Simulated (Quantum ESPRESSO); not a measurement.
# BP (F-43m): a volume series of phonon spectra, part 3 of 9

Aim: how the vibrations of BP shift with volume, and the expansion that follows.

Measurements to reproduce:
- volume expansion coefficient 9.6 1e-6/K near room temperature (given in “Thermal expansion coefficients of high thermal conducting BAs and BP materials (three times its linear coefficient)”, 2019, arxiv:1906.04101)

Quantum ESPRESSO 7.5; DFT PBE+D3(BJ), scalar-relativistic, plane waves, GBRV ultrasoft pseudopotentials.

So far. Step 2 (Probe on a coarse mesh): The start is under -3.4 GPa at this level and looks like an insulator or semiconductor on this mesh. Step 3 (Finding the static equilibrium): After the last step pw.x solved the final cell once more on a basis chosen for it, which moves the energy without moving the atoms.

## Step 4: Ground state at this cell

A tight ground state at this cell gives the energy of this member; its pressure is the stress at this cutoff, which can carry an offset from the finite basis.

File scf.in:

```
 &control
    calculation='scf',
    prefix='x',
    outdir='./tmp',
    pseudo_dir='./pseudo',
    tprnfor=.true.,
    tstress=.true.,
 /
 &system
    ibrav=0,
    nat=2,
    ntyp=2,
    ecutwfc=40.0,
    ecutrho=240.0,
    occupations='fixed',
    nbnd=6,
    vdw_corr='grimme-d3',
    dftd3_version=4,
    dftd3_threebody=.false.,
 /
 &electrons
    conv_thr=1.0d-12,
    mixing_beta=0.7,
    electron_maxstep=100,
 /
ATOMIC_SPECIES
 B      10.8100  B.upf
 P      30.9738  P.upf
CELL_PARAMETERS angstrom
     0.000000000    2.252731563    2.252731563
     2.252731563    0.000000000    2.252731563
     2.252731563    2.252731563    0.000000000
ATOMIC_POSITIONS crystal
 B      0.000000000   0.000000000   0.000000000
 P      0.250000000   0.250000000   0.250000000
K_POINTS automatic
 12 12 12 0 0 0
```

Run with:

```console
$ OMP_NUM_THREADS=1 mpirun -n 8 pw.x -nk 8 -in scf.in > scf.out
```

The log of the run:

```text
[banner, memory and clock lines left out]
Program PWSCF v.7.5

     Message from routine setup:
     using ibrav=0 with symmetry is DISCOURAGED, use correct ibrav instead

     G-vector sticks info

     bravais-lattice index     =            0
     lattice parameter (alat)  =       6.0204  a.u.
     unit-cell volume          =     154.2961 (a.u.)^3
     number of atoms/cell      =            2
     number of atomic types    =            2
     number of electrons       =         8.00
     number of Kohn-Sham states=            6
     kinetic-energy cutoff     =      40.0000  Ry
     charge density cutoff     =     240.0000  Ry
     scf convergence threshold =      1.0E-12
     mixing beta               =       0.7000
     number of iterations used =            8  plain     mixing
     Exchange-correlation=  SLA  PW   PBX  PBC
                           (   1   4   3   4   0   0   0)

     celldm(1)=   6.020372  celldm(2)=   0.000000  celldm(3)=   0.000000
     celldm(4)=   0.000000  celldm(5)=   0.000000  celldm(6)=   0.000000

     crystal axes: (cart. coord. in units of alat)
               a(1) = (   0.000000   0.707107   0.707107 )
               a(2) = (   0.707107   0.000000   0.707107 )
               a(3) = (   0.707107   0.707107   0.000000 )

     reciprocal axes: (cart. coord. in units 2 pi/alat)
               b(1) = ( -0.707107  0.707107  0.707107 )
               b(2) = (  0.707107 -0.707107  0.707107 )
               b(3) = (  0.707107  0.707107 -0.707107 )

     PseudoPot. # 1 for B  read from file:
     ./pseudo/B.upf
     Pseudo is Ultrasoft + core correction, Zval =  3.0
     Using radial grid of  781 points,  4 beta functions with:
                l(1) =   0
                l(2) =   0
                l(3) =   1
                l(4) =   1
     Q(r) pseudized with  8 coefficients,  rinner =    1.100   1.100   1.100

     PseudoPot. # 2 for P  read from file:
     ./pseudo/P.upf
     Pseudo is Ultrasoft + core correction, Zval =  5.0
     Using radial grid of  903 points,  6 beta functions with:
                l(1) =   0
                l(2) =   0
                l(3) =   1
                l(4) =   1
                l(5) =   2
                l(6) =   2
     Q(r) pseudized with  8 coefficients,  rinner =    1.300   1.300   1.300
                                                       1.300   1.300

     atomic species   valence    mass     pseudopotential
     B                 3.00    10.81000     B ( 1.00)
     P                 5.00    30.97380     P ( 1.00)

     24 Sym. Ops. (no inversion) found

   Cartesian axes

     site n.     atom                  positions (alat units)
         1        B      tau(   1) = (   0.0000000   0.0000000   0.0000000  )
         2        P      tau(   2) = (   0.3535534   0.3535534   0.3535534  )

     DFT-D3 Dispersion Correction (no 3-body):
       Reference C6 values for interpolation:

         atom   Coordination number   C6
         B          0.000           214.36
         B          0.971           150.74
         B          1.944           106.23
         B          2.913            62.89
         B          4.586            56.06
         P          0.000           383.38
         P          0.995           361.25
         P          2.010           351.11
         P          2.986           303.38

       Values used:

         atom   Coordination number  R0_AB[au]  C6      C8
         B          4.068            3.039     56.15   2237.54
         P          6.704            3.309    303.38  16807.02

         Molecular C6 ( Ry / a.u.^6 ) =       619.00

     number of k points=    72
                       cart. coord. in units 2pi/alat
        k(    1) = (   0.0000000   0.0000000   0.0000000), wk =   0.0011574
        k(    2) = (   0.0589256   0.0589256  -0.0589256), wk =   0.0092593
        k(    3) = (   0.1178511   0.1178511  -0.1178511), wk =   0.0092593
        k(    4) = (   0.1767767   0.1767767  -0.1767767), wk =   0.0092593
        k(    5) = (   0.2357023   0.2357023  -0.2357023), wk =   0.0092593
        k(    6) = (   0.2946278   0.2946278  -0.2946278), wk =   0.0092593
        k(    7) = (  -0.3535534  -0.3535534   0.3535534), wk =   0.0046296
        k(    8) = (   0.1178511   0.0000000  -0.0000000), wk =   0.0069444
        k(    9) = (   0.1767767   0.0589256  -0.0589256), wk =   0.0277778
        k(   10) = (   0.2357023   0.1178511  -0.1178511), wk =   0.0277778
        k(   11) = (   0.2946278   0.1767767  -0.1767767), wk =   0.0277778
        k(   12) = (   0.3535534   0.2357023  -0.2357023), wk =   0.0277778
        k(   13) = (  -0.2946278  -0.4124790   0.4124790), wk =   0.0277778
        k(   14) = (  -0.2357023  -0.3535534   0.3535534), wk =   0.0277778
        k(   15) = (  -0.1767767  -0.2946278   0.2946278), wk =   0.0277778
        k(   16) = (  -0.1178511  -0.2357023   0.2357023), wk =   0.0277778
[...]
k(   65) = (  -0.2357023  -0.4714045   0.7071068), wk =   0.0277778
        k(   66) = (  -0.1767767  -0.4124790   0.6481812), wk =   0.0555556
        k(   67) = (  -0.1178511  -0.3535534   0.5892557), wk =   0.0277778
        k(   68) = (  -0.1178511  -0.4714045   0.7071068), wk =   0.0277778
        k(   69) = (  -0.0589256  -0.4124790   0.6481812), wk =   0.0555556
        k(   70) = (   0.0000000  -0.3535534   0.5892557), wk =   0.0277778
        k(   71) = (  -0.7071068   0.2357023   0.0000000), wk =   0.0138889
        k(   72) = (  -0.7071068   0.3535534   0.0000000), wk =   0.0069444

     Dense  grid:     9721 G-vectors     FFT dimensions: (  30,  30,  30)

     Smooth grid:     5209 G-vectors     FFT dimensions: (  25,  25,  25)

     Initial potential from superposition of free atoms

     starting charge       7.9996, renormalised to       8.0000
     Starting wfcs are    8 randomized atomic wfcs

     per-process dynamical memory:    18.6 Mb

     Self-consistent Calculation

     iteration #  1     ecut=    40.00 Ry     beta= 0.70
     Davidson diagonalization with overlap
     ethr =  1.00E-02,  avg # of iterations =  3.2

     total energy              =     -21.98542685 Ry
     estimated scf accuracy    <       0.15972550 Ry

     iteration #  2     ecut=    40.00 Ry     beta= 0.70
     Davidson diagonalization with overlap
     ethr =  2.00E-03,  avg # of iterations =  2.0

     total energy              =     -22.01729749 Ry
     estimated scf accuracy    <       0.02336216 Ry

     iteration #  3     ecut=    40.00 Ry     beta= 0.70
     Davidson diagonalization with overlap
     ethr =  2.92E-04,  avg # of iterations =  2.0

     total energy              =     -22.02112652 Ry
[...]
total energy              =     -22.02141689 Ry
     estimated scf accuracy    <          1.1E-09 Ry

     iteration #  8     ecut=    40.00 Ry     beta= 0.70
     Davidson diagonalization with overlap
     ethr =  1.33E-11,  avg # of iterations =  5.4

     total energy              =     -22.02141689 Ry
     estimated scf accuracy    <          6.2E-12 Ry

     iteration #  9     ecut=    40.00 Ry     beta= 0.70
     Davidson diagonalization with overlap
     ethr =  1.00E-13,  avg # of iterations =  6.1

     total energy              =     -22.02141689 Ry
     estimated scf accuracy    <          2.4E-12 Ry

     iteration # 10     ecut=    40.00 Ry     beta= 0.70
     Davidson diagonalization with overlap
     ethr =  1.00E-13,  avg # of iterations =  1.1

     End of self-consistent calculation

          k = 0.0000 0.0000 0.0000 (   645 PWs)   bands (ev):

    -6.1359   9.5094   9.5094   9.5094  12.9521  12.9521

          k = 0.0589 0.0589-0.0589 (   652 PWs)   bands (ev):

    -6.0085   8.5403   9.2922   9.2922  13.2524  13.2536

          k = 0.1179 0.1179-0.1179 (   655 PWs)   bands (ev):

    -5.6293   6.6423   8.8343   8.8343  13.6158  13.8687

          k = 0.1768 0.1768-0.1768 (   646 PWs)   bands (ev):

    -5.0101   4.6041   8.3761   8.3761  13.6221  14.3221

          k = 0.2357 0.2357-0.2357 (   658 PWs)   bands (ev):

    -4.1838   2.6875   8.0205   8.0205  13.5331  14.4021

          k = 0.2946 0.2946-0.2946 (   652 PWs)   bands (ev):

    -3.2628   1.0895   7.8013   7.8013  13.4551  14.2992

          k =-0.3536-0.3536 0.3536 (   652 PWs)   bands (ev):

    -2.7302   0.3280   7.7278   7.7278  13.4261  14.2397

          k = 0.1179 0.0000-0.0000 (   657 PWs)   bands (ev):

    -5.9660   8.8660   8.8660   8.9555  12.6299  13.7828

          k = 0.1768 0.0589-0.0589 (   654 PWs)   bands (ev):

    -5.6704   7.2927   8.3290   8.7952  12.7270  14.3582

          k = 0.2357 0.1179-0.1179 (   648 PWs)   bands (ev):

    -5.1303   5.3194   7.8686   8.3541  13.1750  14.5705

          k = 0.2946 0.1768-0.1768 (   647 PWs)   bands (ev):

    -4.3686   3.3720   7.5597   7.8595  13.4135  14.5973

          k = 0.3536 0.2357-0.2357 (   652 PWs)   bands (ev):

    -3.4576   1.6542   7.4266   7.4348  13.4490  14.5381

          k =-0.2946-0.4125 0.4125 (   656 PWs)   bands (ev):

    -2.6989   0.5207   7.1319   7.4705  13.4945  14.5077

          k =-0.2357-0.3536 0.3536 (   656 PWs)   bands (ev):

    -2.8919   0.7899   6.9797   7.6793  13.6262  14.5606

          k =-0.1768-0.2946 0.2946 (   655 PWs)   bands (ev):

    -3.7694   2.1911   6.9979   8.0308  13.8040  14.4567

          k =-0.1179-0.2357 0.2357 (   645 PWs)   bands (ev):

    -4.6452   4.0088   7.1981   8.4878  13.9472  14.2536

          k =-0.0589-0.1768 0.1768 (   655 PWs)   bands (ev):

[...]
k =-0.0000-0.1179 0.1179 (   656 PWs)   bands (ev):

[...]
k = 0.2357 0.0000-0.0000 (   665 PWs)   bands (ev):

[...]
k = 0.2946 0.0589-0.0589 (   659 PWs)   bands (ev):

[...]
k = 0.3536 0.1179-0.1179 (   650 PWs)   bands (ev):

[...]
k = 0.4125 0.1768-0.1768 (   655 PWs)   bands (ev):

[...]
k =-0.2357-0.4714 0.4714 (   662 PWs)   bands (ev):

[...]
k =-0.1768-0.4125 0.4125 (   663 PWs)   bands (ev):

[...]
k =-0.1179-0.3536 0.3536 (   659 PWs)   bands (ev):

[...]
k =-0.0589-0.2946 0.2946 (   647 PWs)   bands (ev):

[...]
k = 0.0000-0.2357 0.2357 (   644 PWs)   bands (ev):

[...]
k = 0.3536 0.0000 0.0000 (   649 PWs)   bands (ev):

[...]
k = 0.4125 0.0589-0.0589 (   654 PWs)   bands (ev):

[...]
k = 0.4714 0.1179-0.1179 (   660 PWs)   bands (ev):

[...]
k =-0.1768-0.5303 0.5303 (   660 PWs)   bands (ev):

[...]
k =-0.1179-0.4714 0.4714 (   664 PWs)   bands (ev):

[...]
k =-0.0589-0.4125 0.4125 (   666 PWs)   bands (ev):

[...]
k = 0.0000-0.3536 0.3536 (   656 PWs)   bands (ev):

[...]
k = 0.4714 0.0000-0.0000 (   644 PWs)   bands (ev):

[...]
k = 0.5303 0.0589-0.0589 (   660 PWs)   bands (ev):

[...]
k =-0.1179-0.5893 0.5893 (   668 PWs)   bands (ev):

[...]
k =-0.0589-0.5303 0.5303 (   668 PWs)   bands (ev):

[...]
k = 0.5893 0.0000-0.0000 (   664 PWs)   bands (ev):

[...]
k = 0.0000-0.5893 0.5893 (   666 PWs)   bands (ev):

[...]
k =-0.7071 0.0000 0.0000 (   652 PWs)   bands (ev):

[...]
k = 0.2357 0.1179 0.0000 (   652 PWs)   bands (ev):

[...]
k = 0.2946 0.1768-0.0589 (   650 PWs)   bands (ev):

[...]
k = 0.3536 0.2357-0.1179 (   652 PWs)   bands (ev):

[...]
k = 0.3536 0.1179 0.0000 (   654 PWs)   bands (ev):

[...]
k = 0.4125 0.1768-0.0589 (   658 PWs)   bands (ev):

[...]
k = 0.0000-0.2357 0.3536 (   650 PWs)   bands (ev):

[...]
k = 0.4714 0.1179-0.0000 (   660 PWs)   bands (ev):

[...]
k =-0.1179-0.5893 0.7071 (   664 PWs)   bands (ev):

[...]
k =-0.0589-0.5303 0.6482 (   664 PWs)   bands (ev):

[...]
k =-0.0000-0.4714 0.5893 (   666 PWs)   bands (ev):

[...]
k =-0.7071 0.1179-0.0000 (   662 PWs)   bands (ev):

[...]
k =-0.2357-0.4714 0.7071 (   656 PWs)   bands (ev):

[...]
k =-0.1768-0.4125 0.6482 (   664 PWs)   bands (ev):

[...]
k =-0.1179-0.3536 0.5893 (   660 PWs)   bands (ev):

[...]
k =-0.1179-0.4714 0.7071 (   660 PWs)   bands (ev):

    -1.7260   1.8882   4.0581   4.8707  13.3671  14.3106

          k =-0.0589-0.4125 0.6482 (   666 PWs)   bands (ev):

    -1.1433   1.4309   3.5293   4.6608  13.8756  15.7544

          k = 0.0000-0.3536 0.5893 (   667 PWs)   bands (ev):

    -1.3486   1.6063   3.3422   5.0073  14.1871  16.0995

          k =-0.7071 0.2357 0.0000 (   674 PWs)   bands (ev):

    -0.9596   1.1989   4.1036   4.2238  13.3427  13.9984

          k =-0.7071 0.3536 0.0000 (   684 PWs)   bands (ev):

    -0.8796   1.3739   3.7166   3.9199  14.8371  16.3232

     highest occupied, lowest unoccupied level (ev):     9.5094   10.7268

!    total energy              =     -22.02141689 Ry
     estimated scf accuracy    <          4.1E-14 Ry

     The total energy is the sum of the following terms:
     one-electron contribution =       6.93723237 Ry
     hartree contribution      =       1.24766181 Ry
     xc contribution           =      -9.02295465 Ry
     ewald contribution        =     -21.13477314 Ry
     DFT-D3 Dispersion         =      -0.04858329 Ry

     convergence has been achieved in  10 iterations

     Forces acting on atoms (cartesian axes, Ry/au):

     atom    1 type  1   force =    -0.00000000   -0.00000000    0.00000000
     atom    2 type  2   force =     0.00000000    0.00000000   -0.00000000

     Total force =     0.000000     Total SCF correction =     0.000000

     Computing stress (Cartesian axis) and pressure

          total   stress  (Ry/bohr**3)                   (kbar)     P=       -0.07
  -0.00000046  -0.00000000   0.00000000           -0.07       -0.00        0.00
  -0.00000000  -0.00000046   0.00000000           -0.00       -0.07        0.00
   0.00000000   0.00000000  -0.00000046            0.00        0.00       -0.07

     XML data file, charge density, pseudopotentials, collected wavefunctions
```

Elapsed: 1.7 s, on 8 MPI ranks of Arm Neoverse V2, shared host; 13 s of CPU time.

This step gave:

- pressure: -0.007000 GPa
- gap on the k-mesh: 1.217 eV

On a basis chosen for the relaxed cell the pressure is -0.0070 GPa, small enough for phonons.

## Step 5: Ph1.000 field d3hess

File d3hess.in:

```
 &input
    prefix='x',
    outdir='./tmp',
    step=0.001,
 /
```

Run with:

```console
$ d3hess.x -in d3hess.in > d3hess.out
```

The log of the run:

```text
[banner, memory and clock lines left out]
Program d3hess v.7.5

     ./tmp/x.save/

     IMPORTANT: XC functional enforced from input :
     Exchange-correlation= PBE
                           (   1   4   3   4   0   0   0)
     Any further DFT definition will be discarded
     Please, verify this is what you really want

     G-vector sticks info

     Differentiation step:           0.001000000000
     DFT-D3 version:    4
     DFT-D3 threebody: F
     Using a general (and memory consuming) algorithm for any q

 |G(force)| =   1.0082137920219034E-002  supercell gradient
 |G(force)| =   9.7518906795788117E-009  supercell gradient for atoms in the unit cell
 |G(force)| =   9.7518906795788117E-009  unit cell gradient

     Number of images for CN:    9   9   9

     Number of images for VdW:   20  20  20

     DFT-D3 dispersion forces in the unit cell:
     atom    1 type  1   force =     0.00000000    0.00000000    0.00000000
     atom    2 type  2   force =    -0.00000000   -0.00000000   -0.00000000

     Number of cells replicated along each semiaxis:   20  20  20

     Number of cells used for Hessian allocations:   20  20  20
     Number of cells in the supercell (Hessian):     68921
     Number of atoms in the supercell (Hessian):    137842
     Hessian allocation dimensions:   2481156

     Three body terms in DFT-D3 disabled for Hessian calculation
     Displacement step:    1   1  -1

 |G(force)| =   1.2104928827789871E-002  supercell gradient
 |G(force)| =   3.4204031804286887E-008  supercell gradient for atoms in the unit cell
 |G(force)| =   3.4204031804286887E-008  unit cell gradient
     Displacement step:    1   1   1

 |G(force)| =   1.2104939604816871E-002  supercell gradient
 |G(force)| =   4.7080157382990655E-008  supercell gradient for atoms in the unit cell
 |G(force)| =   4.7080157382990655E-008  unit cell gradient
 |H(unit cell)| =   7.4783058990170081E-008
     Displacement step:    1   2  -1

 |G(force)| =   1.2104928827789987E-002  supercell gradient
 |G(force)| =   3.4204031801386904E-008  supercell gradient for atoms in the unit cell
 |G(force)| =   3.4204031801386904E-008  unit cell gradient
     Displacement step:    1   2   1

 |G(force)| =   1.2104939604817020E-002  supercell gradient
 |G(force)| =   4.7080157386560210E-008  supercell gradient for atoms in the unit cell
 |G(force)| =   4.7080157386560210E-008  unit cell gradient
 |H(unit cell)| =   7.4783058986025178E-008
     Displacement step:    1   3  -1

 |G(force)| =   1.2104928827790086E-002  supercell gradient
 |G(force)| =   3.4204031802620839E-008  supercell gradient for atoms in the unit cell
 |G(force)| =   3.4204031802620839E-008  unit cell gradient
     Displacement step:    1   3   1

 |G(force)| =   1.2104939604817046E-002  supercell gradient
 |G(force)| =   4.7080157386205846E-008  supercell gradient for atoms in the unit cell
 |G(force)| =   4.7080157386205846E-008  unit cell gradient
 |H(unit cell)| =   7.4783058988030926E-008
     Displacement step:    2   1  -1

 |G(force)| =   1.0082895583939412E-002  supercell gradient
 |G(force)| =   1.0875334446730804E-007  supercell gradient for atoms in the unit cell
 |G(force)| =   1.0875334446730804E-007  unit cell gradient
     Displacement step:    2   1   1

 |G(force)| =   1.0081571142831470E-002  supercell gradient
 |G(force)| =   1.0236179294597381E-007  supercell gradient for atoms in the unit cell
 |G(force)| =   1.0236179294597381E-007  unit cell gradient
 |H(unit cell)| =   2.0461400988254498E-007
     Displacement step:    2   2  -1

 |G(force)| =   1.0082895583940644E-002  supercell gradient
 |G(force)| =   1.0875334446476899E-007  supercell gradient for atoms in the unit cell
 |G(force)| =   1.0875334446476899E-007  unit cell gradient
     Displacement step:    2   2   1

 |G(force)| =   1.0081571142831446E-002  supercell gradient
 |G(force)| =   1.0236179293459185E-007  supercell gradient for atoms in the unit cell
 |G(force)| =   1.0236179293459185E-007  unit cell gradient
 |H(unit cell)| =   2.0461400986954535E-007
     Displacement step:    2   3  -1

 |G(force)| =   1.0082895583940063E-002  supercell gradient
 |G(force)| =   1.0875334446038713E-007  supercell gradient for atoms in the unit cell
 |G(force)| =   1.0875334446038713E-007  unit cell gradient
     Displacement step:    2   3   1

 |G(force)| =   1.0081571142830856E-002  supercell gradient
 |G(force)| =   1.0236179293275119E-007  supercell gradient for atoms in the unit cell
 |G(force)| =   1.0236179293275119E-007  unit cell gradient
 |H(unit cell)| =   2.0461400986757894E-007

     Writing Hessian on file: ./tmp/x.hess
```

Wall time 2.1 s (1 thread).

(Part 3 of 9 ends here.)

[Logs are printed without paths, hosts, clocks, repeated set-up lines and the standing remarks that a program may print on its own settings, such as how far it seeks lower states.]

[Hosts, paths, dates, database ids (printed as entryN), source tags and the programs' standing remarks are cut or masked in the printed files.]

[A step with changed settings may run another functional than the one named; its input shows which.]

[Of the runs on displaced cells, only some may be shown.]
